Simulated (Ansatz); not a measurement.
**SbAs (model cell, started as rocksalt type): from the cell to its phonons**

Task: relax SbAs (model cell, started as rocksalt type), then find its harmonic phonons.

Main program and level: Ansatz 0.2.0; DFT PBEsol, scalar-relativistic, plane waves, PAW.

This is a report of a sequence of runs, with most program output left out.

The structure was built from a prototype and need not be the compound's stable phase.

## 1. The starting structure

It takes space group Fm-3m (No. 225, cubic). Conventional cell: a = 5.700 Å, b = 5.700 Å, c = 5.700 Å, α = 90.00°, β = 90.00°, γ = 90.00°. Nearest to Sb lie 6 As at 2.85 Å. As has 6 Sb at 2.85 Å nearest. Farther neighbours are not listed.

## 2. Relaxation

The cell and atoms are relaxed, since residual forces and stress would shift the frequencies.

Input file input.yaml:

```yaml
crystal:
  lattice:
    - [0.0, 2.85, 2.85]
    - [2.85, 0.0, 2.85]
    - [2.85, 2.85, 0.0]
  atoms:
    - { symbol: Sb, position: [0.0, 0.0, 0.0] }
    - { symbol: As, position: [0.5, 0.5, 0.5] }
kpoints:
  mp_grid: { grid: [12, 12, 12] }
hamiltonian:
  xc: pbesol
scf:
  occupations: { method: gaussian, width: 0.1 }
output:
  forces: true
  stress: true
  eigenvalues: true
  write_density: true
  write_potential: true
  elf: true
  volumetric_format: npy
relax:
  adjacent_minimum: "off"
  f_tol: 0.005
  max_steps: 80
  cell: { stress_tol: 0.05 }
```

Launch:

```console
$ ansatz run input.yaml --threads 4 --pin off --max-ram 7168MiB --backend cpu --events-out ev --progress --plain --runs-dir out
```

The job ended after 3.7 s (4 threads of Arm Neoverse V2, shared host; peak memory 0.41 GiB; 13 s of CPU time).

The steps of the relaxation:

| step | energy less that of the first step (eV) | largest force component (eV/Å) | pressure (GPa) | volume (Å³) |
| --- | --- | --- | --- | --- |
| 1 | 0.0000 | 0.0000 | 2.63 | 46.30 |
| 2 | 0.0020 | 0.0000 | -2.46 | 49.59 |
| 3 | -0.0121 | 0.0000 | -0.04 | 47.88 |
| 4* | -0.0124 | 0.0000 | -0.05 | 47.88 |

Relaxation steps marked * repeat the geometry before them on a plane-wave basis chosen anew for their cell, so energy and pressure can jump there. Relaxation step 2 was tried and not accepted.

The run keeps the 48 symmetry operations that it works with, so distortions that break them were not tested.

| conventional cell, symmetrised | before | after | change |
| --- | --- | --- | --- |
| a (Å) | 5.700 | 5.764 | +1.1 % |
| b (Å) | 5.700 | 5.764 | +1.1 % |
| c (Å) | 5.700 | 5.764 | +1.1 % |
| volume (Å³/atom) | 23.15 | 23.94 | +3.4 % |

The relaxed structure:

```
Sb As
1.0
     0.00000    2.88214    2.88214
     2.88214    0.00000    2.88214
     2.88214    2.88214    0.00000
Sb As
1 1
Direct
  0.00000 0.00000 0.00000
  0.50000 0.50000 0.50000
```

This step gave:

```
pressure          : -0.04676 GPa
volume per atom   : 23.94 Å³
gap on the k-mesh : 0 eV
```

ELF in the ac plane of the conventional cell at fractional y = 0.000, with atoms of Sb and As within 0.2 Å of it. It is the smooth field of the valence electrons, not physical close to the nuclei.

Ten even steps from '0' (0.00) to '9' (0.64), each cell a mean:
```
0156898447997630
2456689889976653
5664368999743566
7752236887522367
9863246666532479
9986565545555799
6898764113567997
4699752001468984
4799763001568984
8997665324566898
9974356656643689
8752236777522368
6653247998632466
4555579999865655
1356799768987641
0146898446997520
```
Columns run along a (5.8 Å), rows up along c (5.8 Å), edges of the conventional cell, whose origin can differ from the input's. Atoms in or near the plane, at fractional coordinates: Sb at (0.00, 0.00), Sb at (0.50, 0.50), As at (0.50, 0.00), As at (0.00, 0.50).

Valence density in the ac plane of the conventional cell at fractional y = 0.000, with atoms of Sb and As within 0.2 Å of it. It is the smooth field of the valence electrons, not physical close to the nuclei.

Values in e/Å³, 16 rows by 16 columns, each cell a mean:
```
13  5  1  0  0  0  2 12 18  6  1  0  0  1  2 10
 3  1  1  0  0  0  1  2  3  1  0  0  0  0  1  2
 1  0  0  0  0  0  0  0  1  0  0  0  0  0  0  1
 0  0  0  0  0  0  0  0  0  0  0  0  0  0  0  0
 0  0  0  0  0  0  0  0  0  0  0  0  0  0  0  0
 1  1  0  0  0  0  1  1  1  1  0  0  0  0  0  1
 8  3  1  0  0  0  1  5  7  3  1  0  0  0  1  6
26  8  1  0  0  1  3 13 19  7  1  0  0  1  3 18
18  6  1  0  0  1  2 10 13  5  1  0  0  0  2 12
 3  1  0  0  0  0  1  2  3  1  1  0  0  0  1  2
 1  0  0  0  0  0  0  1  1  0  0  0  0  0  0  0
 0  0  0  0  0  0  0  0  0  0  0  0  0  0  0  0
 0  0  0  0  0  0  0  0  0  0  0  0  0  0  0  0
 1  1  0  0  0  0  0  1  1  1  0  0  0  0  1  1
 7  3  1  0  0  0  1  6  8  3  1  0  0  0  1  5
19  7  1  0  0  1  3 18 26  8  1  0  0  1  3 13
```
Columns run along a (5.8 Å), rows up along c (5.8 Å), edges of the conventional cell, whose origin can differ from the input's. Atoms in or near the plane, at fractional coordinates: Sb at (0.00, 0.00), Sb at (0.50, 0.50), As at (0.50, 0.00), As at (0.00, 0.50).

Electrostatic potential energy in the ac plane of the conventional cell at fractional y = 0.000, with atoms of Sb and As within 0.2 Å of it. With pseudopotentials it is smooth inside the atoms' cores, unlike the true potential.

Ten even steps from '_' (-17 eV) to '@' (21 eV), each cell a mean:
```
____..++**==--%%@@++--****--____
____--**##**------::++####++..__
--==**######**====++########++--
****####%%####****######%%####**
****########**++++**##########**
----**####**--....::++######++--
##----****==________::**##++::++
@@##--****--________..++**==--@@
@@++--****--________..++**==--%%
--::++####++..______--**##**----
==++########++----==**######**==
**######%%####******####%%####**
++**##########******########**++
..::++######++------**####**--..
____::**##++::++##----****==____
____..++**==--@@@@##--****--____
```
Columns run along a (5.8 Å; values clipped at the 3rd and 97th percentile), rows up along c (5.8 Å), edges of the conventional cell, whose origin can differ from the input's. Atoms in or near the plane, at fractional coordinates: Sb at (0.00, 0.00), Sb at (0.50, 0.50), As at (0.50, 0.00), As at (0.00, 0.50).

In this step the volume went from 23.15 to 23.94 Å³/atom.

## 3. Relaxing to small forces for the phonons

Phonons need a cell at rest on their own settings, so the relaxation is repeated with tight tolerances on forces and stress, using the mesh and the filling of the phonon run that follows.

Input file input.yaml:

```yaml
crystal:
  lattice:
    - [0.0, 2.8821371265, 2.8821371265]
    - [2.8821371265, 0.0, 2.8821371265]
    - [2.8821371265, 2.8821371265, 0.0]
  atoms:
    - { symbol: Sb, position: [0.0, 0.0, 0.0] }
    - { symbol: As, position: [0.5, 0.5, 0.5] }
kpoints:
  mp_grid: { grid: [12, 12, 12] }
hamiltonian:
  xc: pbesol
scf:
  occupations: { method: methfessel_paxton, width: 0.2 }
output:
  forces: true
  stress: true
  eigenvalues: true
relax:
  adjacent_minimum: "off"
  f_tol: 0.001
  max_steps: 60
  cell: { stress_tol: 0.01 }
```

Wall time 3.2 s (4 threads); peak memory 0.4 GiB.

Little changed from the start: no atom moved by 0.005 Å and no cell edge by 0.1 %.

Numbers from this step:

* pressure: 2.28e-5 GPa
* volume per atom: 23.92 Å³

The forces vanish by symmetry and the pressure is 0.000 GPa, within the tolerances set. The cell now holds 23.92 Å³/atom.

## 4. Zone-centre response

The zone centre comes first: it holds the modes that light can see, as far as symmetry allows. No field response is asked, since the mesh shows no gap.

input.yaml, the sections that differ from step 3:

```yaml
crystal:
  lattice:
    - [0.0, 2.8813061903, 2.8813061903]
    - [2.8813061903, 0.0, 2.8813061903]
    - [2.8813061903, 2.8813061903, 0.0]
  atoms:
    - { symbol: Sb, position: [0.0, 0.0, 0.0] }
    - { symbol: As, position: [0.5, 0.5, 0.5] }
output:
  eigenvalues: true
phonons:
  method: dfpt
# kpoints, hamiltonian, scf: as in step 3
# relax: removed
```

The job ended after 9.7 s (4 threads; peak memory 0.74 GiB; 36 s of CPU time).

Numbers from this step:

- sum-rule residual before enforcement: 1.22e-5 eV/Å²
- point group: m-3m
- highest optical mode at the zone centre (no LO-TO term): -143.4 cm⁻¹
- lowest optical zone-centre mode: -143.4 cm⁻¹

Patterns of degenerate modes are one choice out of their space. Modes at Γ, with each element's share of the kinetic energy (negative means imaginary):

| mode | frequency (cm⁻¹) | symmetry | Sb % | As % |
| --- | --- | --- | --- | --- |
| 1 | -143.4 | T1u | 38 | 62 |
| 2 | -143.4 | T1u | 38 | 62 |
| 3 | -143.4 | T1u | 38 | 62 |
| 4 | 0.0 | acoustic | 62 | 38 |
| 5 | 0.0 | acoustic | 62 | 38 |
| 6 | 0.0 | acoustic | 62 | 38 |

Displacements in mode 1 (-143.4 cm⁻¹), the largest set to 1:
```
Sb1 -0.62  0.00  0.00
As2  1.00  0.00  0.00
```

Before it was imposed, the acoustic sum rule was missed by 1.2e-5 eV/Å². Small misses are needed for a sound result but don't prove that mesh and cutoff are converged. The lowest optical mode is imaginary, 143.4i cm⁻¹, so the energy falls along it.

## 5. Response at finite wavevector

Stability and thermal properties need the whole zone. Linear response on a 4×4×4 q mesh gives force constants as far as a supercell of that size would.

Edit input.yaml of step 4 so:

```diff
@@ -18 +18,8 @@
   method: dfpt
+  qmesh: [4, 4, 4]
+  temperatures: { t_max: 1000, t_step: 50 }
+  qpath:
+    path:
+      - [[0.0, 0.0, 0.0], [0.5, 0.0, 0.5], [0.625, 0.25, 0.625]]
+      - [[0.375, 0.375, 0.75], [0.0, 0.0, 0.0], [0.5, 0.5, 0.5], [0.5, 0.25, 0.75], [0.5, 0.0, 0.5]]
+    npoints: 10
```

Elapsed: 5.1 min, on 4 threads; peak memory 3.7 GiB; 20 min of CPU time.

This step gave:

- sum-rule residual before enforcement: 1.38e-5 eV/Å²
- lowest frequency on the path: -143.4 cm⁻¹
- highest frequency on the path or at a solved wavevector: 184.4 cm⁻¹
- lowest mode on the q mesh (acoustic modes at Γ apart): -143.4 cm⁻¹

Frequencies (cm⁻¹) solved at each irreducible wavevector; negative means imaginary. Frequencies by wavevector, by row:

| q in reciprocal lattice units | star | mode 1 | mode 2 | mode 3 | mode 4 | mode 5 | mode 6 |
| --- | --- | --- | --- | --- | --- | --- | --- |
| 0 0 0 | 1 | -143.4 | -143.4 | -143.4 | 0 | 0 | 0 |
| 0 0 0.25 | 8 | 68 | 68 | 90 | 139.2 | 139.2 | 162.6 |
| 0 0 -0.5 | 4 | 109 | 109 | 145.9 | 147.2 | 147.2 | 163.7 |
| 0 0.25 0.25 | 6 | 34.6 | 34.6 | 62.8 | 62.8 | 115.4 | 142.3 |
| 0 0.25 -0.5 | 24 | 77.3 | 80.4 | 97.4 | 118.7 | 126.8 | 143.7 |
| 0 0.25 -0.25 | 12 | 55 | 62.6 | 103.7 | 130.9 | 137.4 | 152.4 |
| 0 -0.5 -0.5 | 3 | 42.6 | 42.6 | 62 | 89 | 100.8 | 100.8 |
| 0.25 -0.5 -0.25 | 6 | 61.9 | 61.9 | 96 | 96 | 115.5 | 143.1 |

Interpolated from a 4×4×4 q mesh. The phonon branches at the labelled points (cm⁻¹):

| point | branch 1 | branch 2 | branch 3 | branch 4 | branch 5 | branch 6 |
| --- | --- | --- | --- | --- | --- | --- |
| Γ | -143 | -143 | -143 | 0 | 0 | 0 |
| halfway | 35 | 35 | 63 | 63 | 115 | 142 |
| X | 43 | 43 | 62 | 89 | 101 | 101 |
| halfway | 54 | 61 | 66 | 91 | 110 | 121 |
| U | 66 | 68 | 84 | 86 | 126 | 150 |
| jump to K | 66 | 68 | 84 | 86 | 126 | 150 |
| halfway | 49 | 88 | 89 | 110 | 150 | 167 |
| Γ | -143 | -143 | -143 | 0 | 0 | 0 |
| halfway | 68 | 68 | 90 | 139 | 139 | 163 |
| L | 109 | 109 | 146 | 147 | 147 | 164 |
| halfway | 78 | 87 | 110 | 122 | 135 | 149 |
| W | 62 | 62 | 96 | 96 | 116 | 143 |
| halfway | 58 | 66 | 76 | 93 | 105 | 135 |
| X | 43 | 43 | 62 | 89 | 101 | 101 |

Tetrahedra on a 20×20×20 mesh, mean over bins of 5 cm-1. Interpolated from a 4×4×4 q mesh. The phonon density of states by wavenumber; read off at these points:

wavenumber (cm⁻¹), phonon density of states (1/cm⁻¹/cell) and a bar:
```
     -142     0.0000 
     -132     0.0003 
     -122     0.0003 
     -118     0.0004 
     -108     0.0005 
      -98     0.0005 
      -88     0.0005 
      -82     0.0005 
      -72     0.0006 
      -62     0.0005 
      -52     0.0005 
      -42     0.0005 
      -38     0.0005 
      -28     0.0005 
      -18     0.0005 
       -8     0.0006 
        2     0.0007 
        8     0.0008 
       18     0.0013 #
       28     0.0028 #
       38     0.0057 ##
       42     0.0094 ####
       52     0.0269 ###########
       62     0.0614 ##########################
       68     0.0705 ##############################
       72     0.0577 #########################
       82     0.0531 #######################
       88     0.0541 #######################
       92     0.0620 ##########################
       98     0.0603 ##########################
      108     0.0503 #####################
      118     0.0493 #####################
      128     0.0465 ####################
      132     0.0465 ####################
      142     0.0536 #######################
      152     0.0454 ###################
      162     0.0151 ######
      168     0.0106 ####
      178     0.0040 ##
      188     0.0000
```

The partial phonon density of states has structure finer than the step of the table below, so its rows give means over 20 cm⁻¹, whole bins alone (the curve runs from -153 to 200 cm⁻¹). Peaks (cm⁻¹: height): As 93.2: 0.0302, 146.5: 0.0449; Sb 66.6: 0.0573.

Phonopy on the run's constants, 17x17x17 mesh, Gaussian sigma 2.5 cm-1. Interpolated from a 4×4×4 q mesh. The partial phonon density of states by wavenumber; means over each step; values in 1/cm⁻¹/cell:

| wavenumber (cm⁻¹) | As | Sb |
| --- | --- | --- |
| -140 | 7.6e-5 | 4.9e-5 |
| -120 | 2.5e-4 | 1.6e-4 |
| -100 | 4.3e-4 | 3.1e-4 |
| -80 | 1.8e-4 | 1.5e-4 |
| -60 | 4.3e-4 | 3.8e-4 |
| -40 | 1.5e-4 | 3.1e-4 |
| -20 | 8.2e-5 | 2.5e-4 |
| 0 | 1.9e-5 | 9.0e-5 |
| 20 | 4.3e-4 | 0.00114 |
| 40 | 0.00262 | 0.00766 |
| 60 | 0.0107 | 0.0374 |
| 80 | 0.0234 | 0.0313 |
| 100 | 0.0277 | 0.0287 |
| 120 | 0.0242 | 0.0231 |
| 140 | 0.0367 | 0.0131 |
| 160 | 0.0202 | 0.00491 |
| 180 | 0.00234 | 0.00104 |

Second derivatives of the energy by pair, one row for each kind of neighbour of each atom listed. Each entry sums the pair over the periodic images of the supercell that the q mesh stands for, and in a polar crystal it holds the long-range dipole part too. Force constants by pair, by row:

| atom | neighbour | distance (Å) | third of the trace (eV/Å²) | along the pair's line (eV/Å²) |
| --- | --- | --- | --- | --- |
| Sb1 | itself | 0 | 4.093 | – |
| Sb1 | As | 2.881 | -0.2717 | -0.6155 |
| Sb1 | Sb | 4.075 | -0.0869 | -0.5236 |
| Sb1 | As | 4.991 | 0.0638 | 0.0624 |
| Sb1 | Sb | 5.763 | -0.5067 | -1.309 |
| Sb1 | As | 6.443 | 0.0539 | 0.137 |
| Sb1 | Sb | 7.058 | -0.0506 | -0.0614 |
| As2 | itself | 0 | 3.879 | – |
| As2 | Sb | 2.881 | -0.2717 | -0.6155 |
| As2 | As | 4.075 | -0.0762 | -0.2598 |
| As2 | Sb | 4.991 | 0.0638 | 0.0624 |
| As2 | As | 5.763 | -0.4279 | -1.142 |
| As2 | Sb | 6.443 | 0.0539 | 0.137 |
| As2 | As | 7.058 | -0.0624 | -0.0668 |

Symmetry leaves 8 wavevectors to solve. The lowest mode among them, the acoustic zeros apart, lies at Γ and is imaginary, 143.4i cm⁻¹, so the energy falls along it.

## 6. Isotope substitution

An isotope changes the mass and not the force constants, so no new electronic calculation is needed; the shifts show which modes move this element.

The same force constants with the mass of Sb changed from 121.760 to 122.904 u (phonopy, no LO-TO term). Both lists are sorted by frequency; levels can cross, so a row need not hold one and the same mode. Modes under 3 cm⁻¹ are left out. Isotope shifts, by row:

| q | rank | natural mass (cm⁻¹) | changed mass (cm⁻¹) |
| --- | --- | --- | --- |
| 0 0 0 | 1 | -143.4 | -143.1 |
| 0 0 0 | 2 | -143.4 | -143.1 |
| 0 0 0 | 3 | -143.4 | -143.1 |
| 0 0 0.25 | 1 | 68.05 | 67.81 |
| 0 0 0.25 | 2 | 68.05 | 67.81 |
| 0 0 0.25 | 3 | 89.96 | 89.7 |
| 0 0 0.25 | 4 | 139.2 | 139.1 |
| 0 0 0.25 | 5 | 139.2 | 139.1 |
| 0 0 0.25 | 6 | 162.6 | 162.3 |
| 0 0 -0.5 | 1 | 109 | 108.5 |
| 0 0 -0.5 | 2 | 109 | 108.5 |
| 0 0 -0.5 | 3 | 145.9 | 145.2 |
| 0 0 -0.5 | 4 | 147.2 | 147.2 |
| 0 0 -0.5 | 5 | 147.2 | 147.2 |
| 0 0 -0.5 | 6 | 163.7 | 163.7 |
| 0 0.25 0.25 | 1 | 34.6 | 34.45 |
| 0 0.25 0.25 | 2 | 34.6 | 34.45 |
| 0 0.25 0.25 | 3 | 62.83 | 62.81 |
| 0 0.25 0.25 | 4 | 62.83 | 62.81 |
| 0 0.25 0.25 | 5 | 115.4 | 114.8 |
| 0 0.25 0.25 | 6 | 142.3 | 142.2 |

A mode of this element alone would shift by -0.47 %.

## 7. Outcome

```
space group after relaxation (within 0.01 Å)            : Fm-3m
volume per atom                                         : 23.9 Å³
electronic character                                    : no gap on this mesh
highest optical mode at the zone centre (no LO-TO term) : -143 cm⁻¹
lowest optical zone-centre mode                         : -143 cm⁻¹
lowest mode on the q mesh (acoustic modes at Γ apart)   : -143 cm⁻¹
highest frequency on the path or at a solved wavevector : 184 cm⁻¹
imaginary modes on the 4×4×4 q mesh                     : yes
```

What this shows: Modes are clearly imaginary (beyond 10i cm⁻¹) at 1 of the 8 irreducible wavevectors, most at Γ (143.4i cm⁻¹), so this structure is not a minimum of the energy. The optical modes at Γ form one degenerate level at -143 cm⁻¹ (negative means imaginary). With no gap, or one that is small against the smearing, the frequencies hang on the k mesh and the smearing, most of all near Kohn anomalies. A semilocal functional can close a gap that the real compound would have, so the metallic treatment may be an artefact of the level. Spin-orbit coupling is left out, which can matter for the heavy elements here. A phonon run warned that its eigensolver left some bands unconverged in a pass. The starting cell was built on a prototype and not taken from a measurement, so the phase need not exist. These are harmonic frequencies at zero temperature: anharmonic shifts, linewidths and thermal expansion are left out.

[Logs are printed without paths, hosts, clocks, repeated set-up lines and the standing remarks that a program may print on its own settings, such as how far it seeks lower states.]

[Hosts, paths, dates, database ids (printed as entryN), source tags and the programs' standing remarks are cut or masked in the printed files.]
